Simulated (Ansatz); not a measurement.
# RuS, from a guessed structure to a relaxed one

Starting from a made-up structure for RuS, the aim is the relaxed cell, its shortest contacts and, where a second run follows, its electronic structure.

Main program and level: Ansatz 0.2.0; DFT, r2SCAN, plane-wave PAW, files of the set soft_1, scalar-relativistic, no spin, cell and ions relaxed at zero pressure; PAW set soft_1.

## Step 1: Starting point

The structure is hexagonal, space group P-62m (No. 189). The conventional cell has a = 6.016 Å, b = 6.016 Å, c = 3.388 Å, α = 90.00°, β = 90.00°, γ = 120.00°. Nearest to Ru lie 3 S at 2.41 Å. Nearest to Ru lie 6 S at 2.50 Å. Nearest to S lie 5 Ru at 2.41 to 2.50 Å. Farther neighbours and most contacts between anions are not listed.

## Step 2: Relaxing cell and atoms

The guessed cell has no reason to be at equilibrium. It is relaxed with the atoms, within the space group of the guess.

Input file input.yaml:

```yaml
crystal:
  lattice:
    - [6.016, 0.0, 0.0]
    - [-3.008, 5.210008829, 0.0]
    - [0.0, 0.0, 3.388]
  atoms:
    - { symbol: Ru, position: [0.0, 0.0, 0.0] }
    - { symbol: Ru, position: [0.333333333, 0.666666667, 0.5] }
    - { symbol: Ru, position: [0.666666667, 0.333333333, 0.5] }
    - { symbol: S, position: [0.0, 0.4001, 0.0] }
    - { symbol: S, position: [0.4001, 0.0, 0.0] }
    - { symbol: S, position: [0.5999, 0.5999, 0.0] }
kpoints:
  mp_grid: { grid: [5, 5, 8] }
scf:
  occupations: { method: fermi_dirac, width: 0.05 }
hamiltonian:
  xc: r2scan
  pseudopotentials: { kind: paw, azcp: { folder: soft_1 } }
relax:
  f_tol: 0.015
  max_steps: 70
  cell: {}
output:
  forces: true
  stress: true
```

Started as:

```console
$ ansatz run input.yaml --threads 4 --pin off --max-ram 10240MiB --backend cpu --events-out ev --progress --plain --runs-dir out
```

Numbers of over 12 decimals in the logs are rounded to 6 here.

The program printed:

```text
Engine: ansatz 0.2.0, x86_64-unknown-linux-gnu
Pseudopotentials: kind: paw
Pseudopotential: Ru, paw, valence charge 16, recommended cutoff 500 eV (meta_gga), soft_1/Ru.paw.azcp
Pseudopotential: S, paw, valence charge 6, recommended cutoff 500 eV (meta_gga), soft_1/S.paw.azcp
Functional definition: r2SCAN
  parameter k0 = 0.174
  parameter k1 = 0.065
  parameter a1 = 4.9479
  exchange = r2scan_x(k0 = k0, k1 = k1, a1 = a1)
  correlation = r2scan_c
Crystal: 6 atoms, lattice volume = 106.191 Å³
Basis set: ecut = 500 eV, 2713 PW (Γ), exchange–correlation on 180×180×100 points (64 copies of the dense FFT grid, shifted against one another)
Bands: 40, of which v1, the nominal top of the filled ones, is band 33 counted from 1 (32 counted from 0)
Symmetry: 12 space group operations
Space group: P-62m (ITA 189), of the structure as read, at distance tolerance 4.7e-5 Å
k-points: 25 of 200 (time reversal used)
Non-local potential: Ru, projectors of the file, l = 0: 3, l = 1: 2, l = 2: 2, l = 3: 1
Non-local potential: S, projectors of the file, l = 0: 2, l = 1: 2, l = 2: 1
PAW form: soft (Blöchl's): semilocal exchange-correlation on the pseudo side does not see the compensation charge
PAW frozen core: Ru, regenerated for the run's functional (the file was generated under x = pbe(κ = 0.804, μ = 0.219515), c = pbe(β = 0.066725))
PAW frozen core: S, regenerated for the run's functional (the file was generated under x = pbe(κ = 0.804, μ = 0.219515), c = pbe(β = 0.066725))
PAW one-centre angular grid: Ru, 590 points (default); XC on 160 Gauss nodes
PAW one-centre angular grid: S, 302 points (default); XC on 160 Gauss nodes
Initial density: superposition of atomic densities (chi_scale 0.1, normalization cell, long waves kept (reshape's long-wave potential 0.01 eV rms))
Initial wavefunctions: pseudopotential atomic-orbital guess
Functional: x = r2scan, c = r2scan; τ floored in thin density (d = 2e-4 eV/Å³)
SCF iter   1: F=—  HF=-20387.245993 eV  |F-HF|=—  |Δ(HF+E_count)|=         —  Δρ=5.36e-2  dr2=2.69e0  dr2_τ=1.30e-1  ethr=3.10e-3  ⟨swp⟩=7.1  Hψ=4289  notcnv=0
preconditioner: auto → Kerker (q_TF=auto, 2.520 Å⁻¹)  [metal: Δε(μ)=0.017 eV  Ē_g=6.463 eV  σ=0.050 eV  W_gap=0.09  n_scr=32 (ndim 8)  ℏωp=23.4 eV  f_vac=0.000  D(μ)=9.63/eV (n_scr^D=112)]
SCF iter   2: F=—  HF=-20387.324533 eV  |F-HF|=—  |Δ(HF+E_count)|=   7.85e-2  Δρ=4.75e-2  dr2=4.14e0  dr2_τ=3.51e-1  ethr=3.10e-3  ⟨swp⟩=2.1  Hψ=1624  notcnv=0  defer=2
SCF iter   3: F=—  HF=-20387.293441 eV  |F-HF|=—  |Δ(HF+E_count)|=   3.11e-2  Δρ=3.62e-2  dr2=2.65e0  dr2_τ=2.01e-1  ethr=3.10e-3  ⟨swp⟩=2.1  Hψ=1343  notcnv=0  defer=2
SCF iter   4: F=—  HF=-20387.212935 eV  |F-HF|=—  |Δ(HF+E_count)|=   8.05e-2  Δρ=1.62e-2  dr2=3.80e-1  dr2_τ=5.40e-3  ethr=3.10e-3  ⟨swp⟩=1.0  Hψ=1200  notcnv=0  defer=3
SCF iter   5: F=—  HF=-20387.212301 eV  |F-HF|=—  |Δ(HF+E_count)|=   6.34e-4  Δρ=2.69e-3  dr2=1.32e-2  dr2_τ=2.27e-4  ethr=5.76e-4  ⟨swp⟩=2.0  Hψ=1125  notcnv=0  defer=4
SCF iter   6: F=—  HF=-20387.213503 eV  |F-HF|=—  |Δ(HF+E_count)|=   1.20e-3  Δρ=1.06e-3  dr2=2.24e-3  dr2_τ=9.56e-5  ethr=2.00e-5  ⟨swp⟩=2.1  Hψ=1210  notcnv=0  defer=4
SCF iter   7: F=—  HF=-20387.213624 eV  |F-HF|=—  |Δ(HF+E_count)|=   1.21e-4  Δρ=4.33e-4  dr2=3.81e-4  dr2_τ=1.28e-5  ethr=3.39e-6  ⟨swp⟩=1.7  Hψ=1170  notcnv=0  defer=4
SCF iter   8: F=—  HF=-20387.213649 eV  |F-HF|=—  |Δ(HF+E_count)|=   2.58e-5  Δρ=1.03e-4  dr2=2.37e-5  dr2_τ=9.83e-7  ethr=5.78e-7  ⟨swp⟩=1.5  Hψ=1040  notcnv=0  defer=4
SCF iter   9: F=—  HF=-20387.213651 eV  |F-HF|=—  |Δ(HF+E_count)|=   1.99e-6  Δρ=4.22e-5  dr2=3.98e-6  dr2_τ=2.58e-7  ethr=3.60e-8  ⟨swp⟩=2.0  Hψ=1424  notcnv=0  defer=4
SCF iter  10: F=—  HF=-20387.213652 eV  |F-HF|=—  |Δ(HF+E_count)|=   1.11e-7  Δρ=1.63e-5  dr2=7.69e-7  dr2_τ=2.82e-8  ethr=6.03e-9  ⟨swp⟩=1.2  Hψ=1001  notcnv=0  defer=4
SCF iter  11: F=-20387.213651 eV  HF=-20387.213652 eV  |F-HF|=6.04e-8  |Δ(HF+E_count)|=   1.07e-8  Δρ=5.18e-6  dr2=7.69e-8  dr2_τ=3.78e-9  ethr=1.52e-10  ⟨swp⟩=3.9  Hψ=3815  notcnv=0
SCF 1 converged in 11 iterations: F = -20387.213651 eV  dr2 = 7.69e-8
  greatest PAW one-centre occupation: 0.999 electrons in one spin orbital (limit 2), on the Ru atom at site 2 (counted from 0), in its partial waves of l = 0
relax step   1: F+E_penalty+E_count = -20387.21365145 eV  Δ(F+E_penalty+E_count) = +0.000e0 eV  max|allowed force component| = 1.711e0 eV/Å  Δτ_max = 0.0000 Å  P = -14.202 GPa  Ω = 106.191 Å³  (11 SCF iters, dr2 threshold 1.00e-7 eV, accepted)
Crystal: 6 atoms, lattice volume = 98.079 Å³
Basis set: ecut = 500 eV, 2483 PW (Γ), exchange–correlation on 180×180×100 points (64 copies of the dense FFT grid, shifted against one another)
Initial density: handed on by an earlier stage of this run
Initial wavefunctions: those handed on with the density
iter 1 solved again at ethr=6.39e-5 eV; its pass at ethr=3.10e-3 eV (dr2=4.22e-2 eV) is discarded
SCF iter   1: F=—  HF=-20387.706651 eV  |F-HF|=—  |Δ(HF+E_count)|=         —  Δρ=9.62e-3  dr2=4.48e-2  dr2_τ=4.87e-1  ethr=6.39e-5  ⟨swp⟩=2.1  Hψ=5452  notcnv=0
preconditioner: auto → Kerker (q_TF=auto, 2.554 Å⁻¹)  [metal: Δε(μ)=0.024 eV  Ē_g=6.994 eV  σ=0.050 eV  W_gap=0.12  n_scr=32 (ndim 8)  ℏωp=24.3 eV  f_vac=0.000  D(μ)=8.16/eV (n_scr^D=98)]
SCF iter   2: F=—  HF=-20388.239045 eV  |F-HF|=—  |Δ(HF+E_count)|=   5.32e-1  Δρ=4.48e-3  dr2=9.75e-3  dr2_τ=1.43e-3  ethr=6.39e-5  ⟨swp⟩=2.1  Hψ=2003  notcnv=0
SCF iter   3: F=—  HF=-20388.242231 eV  |F-HF|=—  |Δ(HF+E_count)|=   3.19e-3  Δρ=2.14e-3  dr2=2.42e-3  dr2_τ=2.00e-4  ethr=1.48e-5  ⟨swp⟩=1.0  Hψ=1000  notcnv=0
SCF iter   4: F=—  HF=-20388.243567 eV  |F-HF|=—  |Δ(HF+E_count)|=   1.34e-3  Δρ=1.20e-3  dr2=3.67e-3  dr2_τ=2.24e-4  ethr=3.67e-6  ⟨swp⟩=2.0  Hψ=1667  notcnv=0
SCF iter   5: F=—  HF=-20388.243402 eV  |F-HF|=—  |Δ(HF+E_count)|=   1.65e-4  Δρ=4.30e-4  dr2=2.45e-4  dr2_τ=2.18e-5  ethr=3.67e-6  ⟨swp⟩=1.1  Hψ=1006  notcnv=0
SCF iter   6: F=—  HF=-20388.243431 eV  |F-HF|=—  |Δ(HF+E_count)|=   2.84e-5  Δρ=1.50e-4  dr2=3.06e-5  dr2_τ=3.13e-6  ethr=3.72e-7  ⟨swp⟩=2.1  Hψ=1538  notcnv=0
SCF iter   7: F=—  HF=-20388.243438 eV  |F-HF|=—  |Δ(HF+E_count)|=   6.98e-6  Δρ=5.33e-5  dr2=6.39e-6  dr2_τ=2.11e-7  ethr=4.63e-8  ⟨swp⟩=2.8  Hψ=1625  notcnv=0
SCF iter   8: F=—  HF=-20388.243438 eV  |F-HF|=—  |Δ(HF+E_count)|=   6.84e-7  Δρ=1.93e-5  dr2=1.08e-6  dr2_τ=2.79e-8  ethr=9.68e-9  ⟨swp⟩=1.8  Hψ=1104  notcnv=0
SCF iter   9: F=-20388.243438 eV  HF=-20388.243438 eV  |F-HF|=2.56e-8  |Δ(HF+E_count)|=   3.15e-8  Δρ=4.66e-6  dr2=4.28e-8  dr2_τ=1.46e-9  ethr=9.09e-10  ⟨swp⟩=4.2  Hψ=3232  notcnv=0
SCF 2 converged in 9 iterations: F = -20388.243438 eV  dr2 = 4.28e-8
[...]
SCF iter   2: F=—  HF=-20388.674587 eV  |F-HF|=—  |Δ(HF+E_count)|=   3.03e-1  Δρ=9.39e-3  dr2=5.40e-2  dr2_τ=6.82e-3  ethr=1.96e-4  ⟨swp⟩=2.0  Hψ=1925  notcnv=0
SCF iter   3: F=—  HF=-20388.683358 eV  |F-HF|=—  |Δ(HF+E_count)|=   8.77e-3  Δρ=8.04e-3  dr2=1.24e-1  dr2_τ=9.79e-3  ethr=8.18e-5  ⟨swp⟩=2.2  Hψ=1528  notcnv=0
SCF iter   4: F=—  HF=-20388.678913 eV  |F-HF|=—  |Δ(HF+E_count)|=   4.45e-3  Δρ=1.67e-3  dr2=1.44e-3  dr2_τ=2.21e-4  ethr=8.18e-5  ⟨swp⟩=1.1  Hψ=1039  notcnv=0
SCF iter   5: F=—  HF=-20388.679365 eV  |F-HF|=—  |Δ(HF+E_count)|=   4.52e-4  Δρ=5.43e-4  dr2=3.26e-4  dr2_τ=2.60e-5  ethr=2.19e-6  ⟨swp⟩=2.1  Hψ=1459  notcnv=0
SCF iter   6: F=—  HF=-20388.679468 eV  |F-HF|=—  |Δ(HF+E_count)|=   1.03e-4  Δρ=1.64e-4  dr2=3.59e-5  dr2_τ=1.08e-6  ethr=4.93e-7  ⟨swp⟩=2.4  Hψ=1488  notcnv=0
SCF iter   7: F=—  HF=-20388.679481 eV  |F-HF|=—  |Δ(HF+E_count)|=   1.34e-5  Δρ=4.84e-5  dr2=2.02e-6  dr2_τ=3.09e-7  ethr=5.45e-8  ⟨swp⟩=2.0  Hψ=1410  notcnv=0
SCF iter   8: F=-20388.679482 eV  HF=-20388.679482 eV  |F-HF|=2.98e-8  |Δ(HF+E_count)|=   5.24e-7  Δρ=1.49e-5  dr2=2.20e-7  dr2_τ=2.05e-8  ethr=9.09e-10  ⟨swp⟩=5.0  Hψ=3622  notcnv=0
SCF 3 converged in 8 iterations: F = -20388.679482 eV  dr2 = 2.20e-7
relax step   3: F+E_penalty+E_count = -20388.67948192 eV  Δ(F+E_penalty+E_count) = -4.360e-1 eV  max|allowed force component| = 1.547e-1 eV/Å  Δτ_max = 0.1110 Å  P = +0.161 GPa  Ω = 94.622 Å³  energy of the carried Pulay correction = +2.671e-3 eV  (8 SCF iters, dr2 threshold 6.00e-7 eV, accepted)
[...]
relax step   4: F+E_penalty+E_count = -20388.83445007 eV  Δ(F+E_penalty+E_count) = -1.550e-1 eV  max|allowed force component| = 5.821e-2 eV/Å  Δτ_max = 0.0318 Å  P = +0.585 GPa  Ω = 93.721 Å³  energy of the carried Pulay correction = +2.893e-3 eV  (8 SCF iters, dr2 threshold 6.00e-7 eV, accepted)
[...]
relax step   5: F+E_penalty+E_count = -20388.83638754 eV  Δ(F+E_penalty+E_count) = -1.937e-3 eV  max|allowed force component| = 4.835e-2 eV/Å  Δτ_max = 0.0092 Å  P = -0.172 GPa  Ω = 94.159 Å³  energy of the carried Pulay correction = +2.785e-3 eV  (7 SCF iters, dr2 threshold 6.00e-7 eV, accepted)
[...]
relax step   6: F+E_penalty+E_count = -20388.83695260 eV  Δ(F+E_penalty+E_count) = -5.651e-4 eV  max|allowed force component| = 1.160e-2 eV/Å  Δτ_max = 0.0044 Å  P = -0.031 GPa  Ω = 94.085 Å³  energy of the carried Pulay correction = +2.803e-3 eV  (6 SCF iters, dr2 threshold 4.71e-7 eV, accepted)
Basis set: ecut = 500 eV, 2411 PW (Γ), exchange–correlation on 180×180×96 points (64 copies of the dense FFT grid, shifted against one another)
Initial wavefunctions: pseudopotential atomic-orbital guess (no wavefunctions were taken with the density)
iter 1 solved again at ethr=1.62e-7 eV; its pass at ethr=3.10e-3 eV (dr2=1.07e-4 eV) is discarded
SCF iter   1: F=—  HF=-20388.834466 eV  |F-HF|=—  |Δ(HF+E_count)|=         —  Δρ=4.32e-4  dr2=6.28e-6  dr2_τ=4.60e-5  ethr=1.62e-7  ⟨swp⟩=4.1  Hψ=7468  notcnv=0
preconditioner: auto → Kerker (q_TF=auto, 2.572 Å⁻¹)  [metal: Δε(μ)=0.012 eV  Ē_g=7.301 eV  σ=0.050 eV  W_gap=0.06  n_scr=32 (ndim 8)  ℏωp=24.8 eV  f_vac=0.000  D(μ)=7.18/eV (n_scr^D=74)]
SCF iter   2: F=—  HF=-20388.835109 eV  |F-HF|=—  |Δ(HF+E_count)|=   6.43e-4  Δρ=2.19e-4  dr2=1.61e-6  dr2_τ=1.78e-5  ethr=9.51e-9  ⟨swp⟩=2.0  Hψ=1628  notcnv=0
SCF iter   3: F=—  HF=-20388.835343 eV  |F-HF|=—  |Δ(HF+E_count)|=   2.34e-4  Δρ=1.73e-5  dr2=1.92e-7  dr2_τ=7.18e-8  ethr=2.44e-9  ⟨swp⟩=2.0  Hψ=1779  notcnv=0
SCF iter   4: F=—  HF=-20388.835344 eV  |F-HF|=—  |Δ(HF+E_count)|=   9.33e-7  Δρ=1.51e-5  dr2=4.45e-7  dr2_τ=3.29e-8  ethr=2.91e-10  ⟨swp⟩=2.0  Hψ=1489  notcnv=0  recentre
SCF iter   5: F=—  HF=-20388.835344 eV  |F-HF|=—  |Δ(HF+E_count)|=   7.10e-9  Δρ=4.06e-6  dr2=1.89e-8  dr2_τ=2.92e-9  ethr=2.91e-10  ⟨swp⟩=2.2  Hψ=1346  notcnv=0
SCF iter   6: F=—  HF=-20388.835344 eV  |F-HF|=—  |Δ(HF+E_count)|=   1.71e-8  Δρ=1.55e-6  dr2=3.30e-9  dr2_τ=3.73e-10  ethr=2.86e-11  ⟨swp⟩=2.2  Hψ=1241  notcnv=0
SCF iter   7: F=—  HF=-20388.835344 eV  |F-HF|=—  |Δ(HF+E_count)|=   1.87e-9  Δρ=5.26e-7  dr2=3.45e-10  dr2_τ=3.98e-11  ethr=5.00e-12  ⟨swp⟩=2.0  Hψ=1375  notcnv=0
SCF iter   8: F=-20388.835344 eV  HF=-20388.835344 eV  |F-HF|=1.46e-11  |Δ(HF+E_count)|=  3.20e-10  Δρ=1.21e-7  dr2=2.66e-11  dr2_τ=1.59e-12  ethr=1.00e-12  ⟨swp⟩=3.4  Hψ=3947  notcnv=0
SCF 7 converged in 8 iterations: F = -20388.835344 eV  dr2 = 2.66e-11
relax step   7: F+E_penalty+E_count = -20388.83534382 eV  Δ(F+E_penalty+E_count) = +1.609e-3 eV  max|allowed force component| = 1.154e-2 eV/Å  Δτ_max = 0.0000 Å  P = -0.036 GPa  Ω = 94.085 Å³  stress off target by 4.89e-2 GPa  SCF on the basis re-selected at this cell (its energy is not comparable with the rows above)  (8 SCF iters)
basis re-selected at this cell: Δ(F+E_penalty+E_count) = +1.609e-3 eV, ΔP = -0.005 GPa vs the last step (what re-selecting the basis moved, of the pressure what is left beyond the Pulay correction that the steps carried, after the strain that the cell walked since its last selection, with what the two solves' SCF thresholds leave and, on support functions, any second-order correction that the steps lacked; it is no measure of the basis error at this ecutwfc). The dense FFT grid was sized anew with the basis: this SCF ran on 45×45×24 points, the steps before it on 45×45×25, so part of this shift can come from that change (see relax.cell in the input reference). [rest of the remark cut]
SCF converged after 8 iterations
Free energy (F): -20388.835344 eV
Harris-Foulkes:  -20388.835344 eV  (|F-HF|=1.46e-11)
Internal energy: -20388.777243 eV  (E = F + TS)
E sigma→0 (E₀):  -20388.806293 eV
Entropy (-TS):   -0.058101 eV (-9.683 meV/atom)
Fermi energy:    14.839786 eV
--- Per-component energies (eV) ---
  E_band       = -492.763246
  E_kinetic    = 1707.795677
  E_local      = -5776.513561  (includes V_loc(G=0)·N_el)
  E_nonlocal   = 1355.213378
  E_hartree    = 2032.688077
  E_xc         = -741.416885
  E_vxc        = -984.124382  (∫ρ·V_xc dr)
  E_paw        = -12417.825130  (= ΣΔE_a)
  E_vpaw       = -925.032568  (= ΣTr[D̂ρ^β])
  E_aug_tail   = 0.001877  (compensation charges beyond the density's cutoff)
  E_vtau       = 64.520307  (kinetic-family band-sum trace: ∫τ·v_τ [+ j·A + Jᵃ·Aᵃ] dr)
  E_ewald      = -6547.458519
  E_core_change = -1.262157  (= ΣΔE_core)
  E_smearing   = -0.058101  (= −TS)
  E_closure    = -0.000000  (closes the sum)
  Σ components = -20388.835344   (vs F -20388.835344, Δ=0.00e0)
--- Forces (eV/Å), atoms counted from 1 ---
  atom   1  Ru    -0.00000000    -0.00000000     0.00000000
  atom   2  Ru    -0.00000000     0.00000000     0.00000000
  atom   3  Ru    -0.00000000    -0.00000000     0.00000000
  atom   4  S     -0.00576818     0.00999078     0.00000000
  atom   5  S      0.01153636     0.00000000     0.00000000
  atom   6  S     -0.00576818    -0.00999078     0.00000000
  max |Σ_I F_I| component: 1.41e-16 eV/Å
--- Stress (GPa, compression-positive) ---
       -0.029242      -0.000000       0.000000
       -0.000000      -0.029242       0.000000
        0.000000       0.000000      -0.048886
  P = ⅓ Tr σ = -0.0358 GPa (-0.358 kbar)
--- Relaxed structure (6 steps of the walk, 6 accepted, 1 SCFs on fresh bases) ---
  F+E_penalty+E_count = -20388.83534382 eV   max|allowed force component| = 1.154e-2 eV/Å   (the final SCF, on the basis selected at the relaxed cell)
  cell:  # Å, volume = 94.0847 Å³
    - [6.108861, 0, 0.0]
    - [-3.054430, 5.290429, 0.0]
    - [0.0, 0.0, 2.911173]
  atoms:
    - { symbol: Ru, position: [7.721570272245103e-19, 0, 0.0] }
    - { symbol: Ru, position: [0.333333, 0.666667, 0.500000] }
    - { symbol: Ru, position: [0.666667, 0.333333, 0.500000] }
    - { symbol: S, position: [5.551115123125783e-17, 0.359916, 0.0] }
    - { symbol: S, position: [0.359916, 0, 0.0] }
    - { symbol: S, position: [0.640084, 0.640084, 0.0] }
```

It took 33 s on 4 threads of AMD EPYC 7R32 (Zen 2), shared host; peak memory 0.67 GiB; 2.1 min of CPU time.

The steps of the relaxation:

| step | energy less that of the first step (eV) | largest force component (eV/Å) | pressure (GPa) | volume (Å³) |
| --- | --- | --- | --- | --- |
| 1 | 0.0000 | 1.7108 | -14.20 | 106.19 |
| 2 | -1.0298 | 0.9878 | -5.45 | 98.08 |
| 3 | -1.4658 | 0.1547 | 0.16 | 94.62 |
| 4 | -1.6208 | 0.0582 | 0.59 | 93.72 |
| 5 | -1.6227 | 0.0484 | -0.17 | 94.16 |
| 6 | -1.6233 | 0.0116 | -0.03 | 94.08 |
| 7* | -1.6217 | 0.0115 | -0.04 | 94.08 |

Relaxation steps marked * repeat the geometry before them on a plane-wave basis chosen anew for their cell, so energy and pressure can jump there.

The run keeps the 12 symmetry operations that it works with, so distortions that break them were not tested.

| cell as run | before | after | change |
| --- | --- | --- | --- |
| a (Å) | 6.016 | 6.109 | +1.5 % |
| b (Å) | 6.016 | 6.109 | +1.5 % |
| c (Å) | 3.388 | 2.911 | -14.1 % |
| volume (Å³/atom) | 17.70 | 15.68 | -11.4 % |

The atoms that moved most (Å, as changes of fractional coordinates times the final cell):

| atom | dx | dy | dz | length |
| --- | --- | --- | --- | --- |
| S5 | -0.245 | 0.000 | 0.000 | 0.245 |
| S6 | 0.123 | 0.213 | 0.000 | 0.245 |
| S4 | 0.123 | -0.213 | 0.000 | 0.245 |

Final coordinates:

```cif
data_structure
_symmetry_space_group_name_H-M 'P 1'
_symmetry_Int_Tables_number 1
_cell_length_a 6.1089
_cell_length_b 6.1089
_cell_length_c 2.9112
_cell_angle_alpha 90.000
_cell_angle_beta 90.000
_cell_angle_gamma 120.000
_cell_volume 94.08
loop_
_atom_site_label
_atom_site_type_symbol
_atom_site_fract_x
_atom_site_fract_y
_atom_site_fract_z
_atom_site_occupancy
Ru1 Ru 0.00000 0.00000 0.00000 1
Ru2 Ru 0.33333 0.66667 0.50000 1
Ru3 Ru 0.66667 0.33333 0.50000 1
S4 S 0.00000 0.35992 0.00000 1
S5 S 0.35992 0.00000 0.00000 1
S6 S 0.64008 0.64008 0.00000 1
```

This step gave:

| Item | Value |
| --- | --- |
| free energy | -20388.8353 eV |
| energy at zero smearing | -20388.8063 eV |
| smearing term TS | 0.05810 eV |
| Fermi energy | 14.84 eV |
| electrons | 66 |
| symmetry operations | 12 |
| pressure | -0.03579 GPa |

Shortest distances by pair of elements, guess and relaxed (not always the same contact):

| pair | guess (Å) | relaxed (Å) |
| --- | --- | --- |
| Ru–S | 2.407 | 2.199 |
| Ru–Ru | 3.388 | 2.911 |
| S–S | 3.183 | 2.911 |

The relaxation ends with a largest force component of 0.012 eV/Å and a pressure of -0.04 GPa.

## Step 3: Outcome

```
space group, relaxed : P-62m
conventional cell    : a = 6.109, b = 6.109, c = 2.911 Å; α = 90.0°, β = 90.0°, γ = 120.0°
volume per atom      : 15.68 Å³ (guess 17.70)
```

RuS relaxes to P-62m with a = 6.109, b = 6.109 and c = 2.911 Å. The guessed volume was 13 % too large. The space group P-62m was held in the relaxation, so the end point is a stationary structure within it and may be a saddle against distortions or other arrangements. Mesh and cutoff weren't tested. A vector of the cell changed its length by 14 %, more than the volume shows. No dispersion term is used, so weakly bound directions may come out too long. The runs have no spin, and magnetism wasn't tested. Nothing here tests whether the compound is stable against decomposition.

[Logs are printed without paths, hosts, clocks, repeated set-up lines and the standing remarks that a program may print on its own settings, such as how far it seeks lower states.]

[Hosts, paths, dates, database ids (printed as entryN), source tags and the programs' standing remarks are cut or masked in the printed files.]
